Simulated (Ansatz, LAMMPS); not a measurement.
# Structural relaxation of amorphous 72SiO2-28V2O3 (mol %) (114 atoms), part 2 of 3

Wanted: the relaxed structure of amorphous 72SiO2-28V2O3 (mol %) (114 atoms) and its electronic structure.

Ansatz 0.2.0; Kohn-Sham DFT, PBE, PAW (set soft_2), plane waves.

The cell: 23 Si, 18 V and 73 O. The quench rate of 10 K/ps is orders of magnitude faster than experiment. The network of bonds at the start is that of the classical potential that made the cell. Without a Hubbard term or exact exchange, open shells on V are likely too delocalised. Only the Γ point is sampled, in a cell whose shortest periodic width is 11 Å.

So far. Step 3 (Single point at the start): Neighbours are counted within 2.08 Å (O-Si), 2.58 Å (O-V).

## (4) Relaxation

The atoms are relaxed in the fixed cell, aiming at the force tolerance of the input.

Contents of input.yaml:

```yaml
crystal:
  lattice:
    - [11.34223, 0.0, 0.0]
    - [0.0, 11.34223, 0.0]
    - [0.0, 0.0, 11.34223]
  atoms:
    [... the 114 atom lines of step 3 ...]
magnetization:
  spin_polarized: true
kpoints:
  mp_grid: { grid: [1, 1, 1] }
hamiltonian:
  xc: pbe
scf:
  occupations: { method: gaussian, width: 0.025 }
  lower_state_search: "off"
output:
  forces: true
relax:
  f_tol: 0.03
  max_steps: 76
```

Started as:

```
ansatz run input.yaml --threads 4 --pin off --max-ram 8192MiB --backend cpu --events-out ev --progress --plain --runs-dir out
```

Output:

```text
[...]
Crystal: 114 atoms, lattice volume = 1459.135 Å³
Basis set: ecut = 420 eV, 28425 PW (Γ), exchange–correlation on 160×160×160 points (8 copies of the dense FFT grid, shifted against one another)
Bands: 514, of which v1, the nominal top of the filled ones, is band 382 counted from 1 (381 counted from 0)
Symmetry: 1 space group operations
[...]
k-points: 1
[...]
Starting moments: Σ|m| = 36 μB on 18 of 114 sites
[...]
SCF iter   1: F=—  HF=-108648.901357 eV  |F-HF|=—  |Δ(HF+E_count)|=         —  Δρ=1.09e-1 (↑1.09e-1 ↓1.07e-1)  dr2=1.78e3  dr2_m=7.06e0  M=0.796 μB ∫|m|=43.729 μB  β_m=0.30  ethr=3.10e-3  ⟨swp⟩=6.0  Hψ=3918  notcnv=0  defer=168
[...]
SCF iter  47: F=-108559.318242 eV  HF=-108559.318259 eV  |F-HF|=1.66e-5  |Δ(HF+E_count)|=   2.30e-6  Δρ=2.27e-5 (↑2.27e-5 ↓1.76e-5)  dr2=2.01e-5  dr2_m=2.82e-6  M=0.194 μB ∫|m|=35.980 μB  ethr=2.95e-9  ⟨swp⟩=2.5  Hψ=1815  notcnv=0
SCF 1 converged in 47 iterations: F = -108559.318242 eV  dr2 = 2.01e-5
[...]
relax step   1: F+E_penalty+E_count = -108559.31824236 eV  Δ(F+E_penalty+E_count) = +0.000e0 eV  max|allowed force component| = 2.535e0 eV/Å  Δτ_max = 0.0000 Å  (47 SCF iters, dr2 threshold 2.25e-5 eV, accepted)
[... from here on, the SCF cycles and remarks between the steps are left out ...]
relax step   2: F+E_penalty+E_count = -108561.80153088 eV  Δ(F+E_penalty+E_count) = -2.483e0 eV  max|allowed force component| = 1.574e0 eV/Å  Δτ_max = 0.0767 Å  (31 SCF iters, dr2 threshold 1.00e-4 eV, accepted)
relax step   3: F+E_penalty+E_count = -108563.46084221 eV  Δ(F+E_penalty+E_count) = -1.659e0 eV  max|allowed force component| = 7.028e-1 eV/Å  Δτ_max = 0.1558 Å  (22 SCF iters, dr2 threshold 1.00e-4 eV, accepted)
relax step   4: F+E_penalty+E_count = -108563.81379914 eV  Δ(F+E_penalty+E_count) = -3.530e-1 eV  max|allowed force component| = 7.500e-1 eV/Å  Δτ_max = 0.2000 Å  (28 SCF iters, dr2 threshold 9.85e-5 eV, accepted)
relax step   5: F+E_penalty+E_count = -108563.99641486 eV  Δ(F+E_penalty+E_count) = -1.826e-1 eV  max|allowed force component| = 1.771e-1 eV/Å  Δτ_max = 0.0562 Å  (28 SCF iters, dr2 threshold 1.00e-4 eV, accepted)
relax step   6: F+E_penalty+E_count = -108564.02827678 eV  Δ(F+E_penalty+E_count) = -3.186e-2 eV  max|allowed force component| = 2.707e-1 eV/Å  Δτ_max = 0.2000 Å  (27 SCF iters, dr2 threshold 1.96e-6 eV, accepted)
relax step   7: F+E_penalty+E_count = -108564.12305235 eV  Δ(F+E_penalty+E_count) = -9.478e-2 eV  max|allowed force component| = 1.493e-1 eV/Å  Δτ_max = 0.0823 Å  (25 SCF iters, dr2 threshold 4.58e-6 eV, accepted)
relax step   8: F+E_penalty+E_count = -108564.07785577 eV  Δ(F+E_penalty+E_count) = +4.520e-2 eV  max|allowed force component| = 3.628e-1 eV/Å  Δτ_max = 0.2000 Å  (27 SCF iters, dr2 threshold 6.78e-6 eV, rejected (line search))
relax step   9: F+E_penalty+E_count = -108564.14149361 eV  Δ(F+E_penalty+E_count) = -1.844e-2 eV  max|allowed force component| = 3.549e-1 eV/Å  Δτ_max = 0.1000 Å  (30 SCF iters, accepted)
relax step  10: F+E_penalty+E_count = -108564.15073936 eV  Δ(F+E_penalty+E_count) = -9.246e-3 eV  max|allowed force component| = 1.622e-1 eV/Å  Δτ_max = 0.0346 Å  (22 SCF iters, dr2 threshold 3.83e-5 eV, accepted)
relax step  11: F+E_penalty+E_count = -108564.14565973 eV  Δ(F+E_penalty+E_count) = +5.080e-3 eV  max|allowed force component| = 9.921e-2 eV/Å  Δτ_max = 0.1101 Å  (27 SCF iters, dr2 threshold 5.50e-6 eV, rejected (line search))
relax step  12: F+E_penalty+E_count = -108564.15517124 eV  Δ(F+E_penalty+E_count) = -4.432e-3 eV  max|allowed force component| = 2.422e-2 eV/Å  Δτ_max = 0.0466 Å  (24 SCF iters, accepted)
SCF converged after 24 iterations
Magnetization: 0.0000 μB (382.0000 up, 382.0000 down)
Absolute magnetization: 35.2873 μB (∫|ρ↑−ρ↓|, with the PAW one-centre terms)
[...]
Per-site moments (μB) at R_I (Å): [(2.296104e-6, 0.667742), (-0.00169821, 0.665777), (0.000777592, 0.665386), (0.000279373, 0.658328), (-0.00113589, 0.669115), [...]
Free energy (F): -108564.155171 eV
[...]
Internal energy: -108564.142240 eV  (E = F + TS)
E sigma→0 (E₀):  -108564.148706 eV
Entropy (-TS):   -0.012931 eV (-0.113 meV/atom)
Fermi energy:    7.113644 eV
[...]
--- Forces (eV/Å), atoms counted from 1 ---
  atom   1  Si     0.00041228    -0.01622078    -0.01189953
  atom   2  Si    -0.00141115     0.01496214    -0.01426710
  atom   3  Si    -0.01641874    -0.00026743     0.01827998
  atom   4  Si     0.01645516     0.00027529     0.01126542
  atom   5  Si    -0.00049736    -0.00063066     0.00891694
  atom   6  Si    -0.01349359    -0.00941210     0.00504404
  atom   7  Si     0.00205303    -0.00688695    -0.00012059
  atom   8  Si    -0.00065431     0.00315344    -0.00369817
  atom   9  Si     0.00165759    -0.00977416     0.01687026
  atom  10  Si    -0.00461006     0.00477877    -0.00602160
  atom  11  Si    -0.01522677    -0.00190920    -0.00557228
  atom  12  Si    -0.00279695    -0.00196964    -0.00754801
  atom  13  Si    -0.00681847     0.00514608    -0.00492271
  atom  14  Si    -0.00817739     0.00530045     0.00402108
[...]
atom 113  O     -0.00423222     0.02119551    -0.01252677
  atom 114  O      0.00757040     0.00439932     0.00102772
  max |Σ_I F_I| component: 6.79e-5 eV/Å
--- Relaxed structure (12 steps of the walk, 10 accepted, 0 SCFs on fresh bases) ---
  F+E_penalty+E_count = -108564.15517124 eV   max|allowed force component| = 2.422e-2 eV/Å
  atoms:
    - { symbol: Si, position: [0.111145, 0.682342, 0.457731] }
    - { symbol: Si, position: [0.783049, 0.110137, 0.372627] }
    - { symbol: Si, position: [0.696956, 0.720980, 0.270076] }
    - { symbol: Si, position: [0.283670, 0.693047, 0.669618] }
[...]
- { symbol: O, position: [0.638368, 0.970412, 0.658524] }
```

Elapsed: 19 min, on 4 threads of Arm Neoverse V1, shared host; peak memory 3.8 GiB.

Relaxation path:

```csv
step,energy less that of the first step (eV),largest force component (eV/Å)
1,0.0000,2.5351
2,-2.4833,1.5737
3,-4.1426,0.7028
4,-4.4956,0.7500
5,-4.6782,0.1771
6,-4.7100,0.2707
7,-4.8048,0.1493
8,-4.7596,0.3628
9,-4.8233,0.3549
10,-4.8325,0.1622
11,-4.8274,0.0992
12,-4.8369,0.0242
```

Relaxation steps 8, 11 were tried and not accepted.

The atoms that moved most (Å):

```csv
atom,dx,dy,dz,length
O67,0.160,-0.295,-0.222,0.403
O100,-0.122,-0.214,-0.301,0.389
O80,-0.008,0.228,0.261,0.346
V37,0.038,0.193,0.271,0.335
O47,0.009,0.148,0.273,0.310
O42,-0.282,0.037,-0.056,0.290
O76,-0.030,-0.135,0.252,0.288
Si4,0.179,-0.201,-0.093,0.285
```

The relaxation changed the energy by -42.4 meV/atom, and atoms moved by 0.19 Å r.m.s., 0.40 Å at most.

## (5) Distances and neighbours after relaxation

Bonds before and after, by the cutoffs listed below:

```csv
pair,bonds before,bonds after,mean before (Å),mean after (Å),spread before (Å),spread after (Å)
O-Si,92,92,1.619,1.640,0.037,0.027
O-V,96,96,2.043,2.025,0.123,0.140
```

Density 3.11 g/cm³, 12.80 Å³ an atom.

Pair distribution functions g(r), in bins of 0.2 Å:

```csv
r (Å),total,O-O,O-Si,O-V,Si-Si,Si-V,V-V
1.50,0.18,0.00,0.69,0.00,0.00,0.00,0.00
1.70,2.88,0.00,11.13,0.00,0.00,0.00,0.00
1.90,1.12,0.00,0.00,5.57,0.00,0.00,0.00
2.10,0.85,0.00,0.00,4.20,0.00,0.00,0.00
2.30,0.10,0.00,0.00,0.51,0.00,0.00,0.00
2.50,0.42,0.88,0.05,0.23,0.00,0.00,0.00
2.70,2.00,4.67,0.00,0.12,0.00,0.18,1.92
2.90,0.85,1.55,0.17,0.26,0.53,0.86,1.66
3.10,0.86,0.95,0.21,0.23,4.38,2.22,1.85
3.30,1.01,0.78,0.79,0.56,0.64,4.72,1.65
3.50,1.05,0.70,1.45,0.89,0.00,2.10,2.91
3.70,0.87,0.50,1.42,1.19,0.32,0.31,1.04
3.90,0.96,0.64,1.41,1.30,0.73,0.46,0.48
4.10,1.19,0.69,2.09,1.40,0.91,0.42,0.63
4.30,1.11,0.87,1.24,1.73,0.94,0.53,0.19
4.50,1.08,0.92,0.82,1.77,1.08,1.18,0.35
4.70,0.95,1.01,0.67,1.17,1.48,0.88,0.67
4.90,0.92,1.14,0.64,0.72,1.65,0.59,1.47
5.10,1.04,1.54,0.70,0.54,1.36,0.75,0.41
5.30,1.01,1.40,0.82,0.58,0.55,0.96,1.02
5.50,0.99,1.08,0.91,0.75,0.72,1.62,1.31
```

Bonds by pair of elements; cutoffs follow the first minimum of g(r), held within bounds set by covalent radii, and pairs that aren't listed don't count as bonded:

```csv
pair A-B,cutoff (Å),bonds,mean length (Å),spread (Å),shortest (Å),B about A,A about B
O-Si,2.08,92,1.64,0.027,1.58,1.26,4
O-V,2.58,96,2.02,0.14,1.81,1.31,5.33
```

How many atoms have how many bonded neighbours:

```csv
element,mean,2,3,4,5,6
O,2.58,36,32,5,0,0
Si,4,0,0,23,0,0
V,5.33,0,0,1,10,7
```

Bond angles, per cent of each kind in bins of 5°:

```csv
angle (°),O-V-O,O-Si-O,Si-O-V,V-O-V,Si-O-Si
65–70,1.4,0.0,0.0,0.0,0.0
70–75,4.3,0.0,0.0,0.0,0.0
75–80,8.5,0.0,0.0,7.3,0.0
80–85,8.5,0.0,1.2,5.5,0.0
85–90,13.3,0.0,1.2,10.9,0.0
90–95,15.2,0.7,3.6,12.7,0.0
95–100,8.1,3.6,3.6,10.9,0.0
100–105,6.6,9.4,3.6,14.5,0.0
105–110,4.7,40.6,2.4,0.0,0.0
110–115,2.8,34.1,6.0,1.8,0.0
115–120,2.4,9.4,12.0,9.1,0.0
120–125,1.9,1.5,14.5,5.5,8.3
125–130,2.4,0.7,12.0,3.6,4.2
130–135,1.4,0.0,13.3,9.1,4.2
135–140,1.4,0.0,9.6,5.5,33.3
140–145,1.9,0.0,7.2,0.0,16.7
145–150,0.9,0.0,3.6,1.8,16.7
150–155,0.9,0.0,1.2,1.8,0.0
155–160,4.3,0.0,1.2,0.0,4.2
160–165,2.8,0.0,2.4,0.0,4.2
165–170,1.4,0.0,1.2,0.0,8.3
170–175,3.8,0.0,0.0,0.0,0.0
175–180,0.9,0.0,0.0,0.0,0.0
```

Bond angles (no mean is given where the spread exceeds 20°):

```csv
angle,count,mean (°),spread (°)
O-V-O,211,-,-
O-Si-O,138,109,5
Si-O-V,83,125,16.9
V-O-V,55,106,19.5
Si-O-Si,24,143,12.1
```

Oxygen atoms by the number of network formers (Si, P, Ge, B, Al, As, Ga) bound to them:

```csv
network formers bound to O,O atoms,per cent
0,5,6.8
1,44,60.3
2,24,32.9
```

Network units: each former by its oxygen neighbours and how many of them bridge to another former:

```csv
former,O neighbours,bridging O,atoms
Si,4,1,9
Si,4,2,5
Si,4,3,7
Si,4,4,2
```

Bond length by coordination (bonds to H left out):

```csv
element,coordination,atoms,mean bond length (Å)
O,2,36,1.67
O,3,32,1.92
O,4,5,2.05
V,4,1,1.92
V,5,10,2.00
V,6,7,2.07
```

Rings of the network by King's shortest-path rule, up to 12 atoms, one path for each pair of neighbours; H, halogens, alkali and alkaline-earth atoms are left out:

```csv
ring size (atoms),rings,per network atom
4,27,0.237
6,41,0.36
8,76,0.667
10,44,0.386
12,9,0.079
```

First main peaks of g(r), for some of the pairs, lie near 2.7 Å (O-O), 1.6 Å (O-Si), 2.0 Å (O-V), 3.1 Å (Si-Si) and 3.3 Å (Si-V). With the cutoffs above, 49 % of O atoms have 2, all Si atoms have 4 and 56 % of V atoms have 5 bonded neighbours. 33 % of the oxygens bridge two formers and 60 % are non-bridging; 7 % join none. The commonest Si unit has 4 oxygens, 1 of them shared with other formers (9 of 23 atoms). Rings of 8 atoms are the most common (39 % of those counted); sizes run from 4 to 12, where the search stops.

[end of part 2 of 3]

[Long decimals in the printed logs are rounded to 6 places.]

[Logs are printed without paths, hosts, clocks, repeated set-up lines and the standing remarks that a program may print on its own settings, such as how far it seeks lower states.]

[Hosts, paths, dates, database ids (printed as entryN), source tags and the programs' standing remarks are cut or masked in the printed files.]

[A walk said to have stopped at its limit may instead have ended on an SCF cycle that didn't converge.]
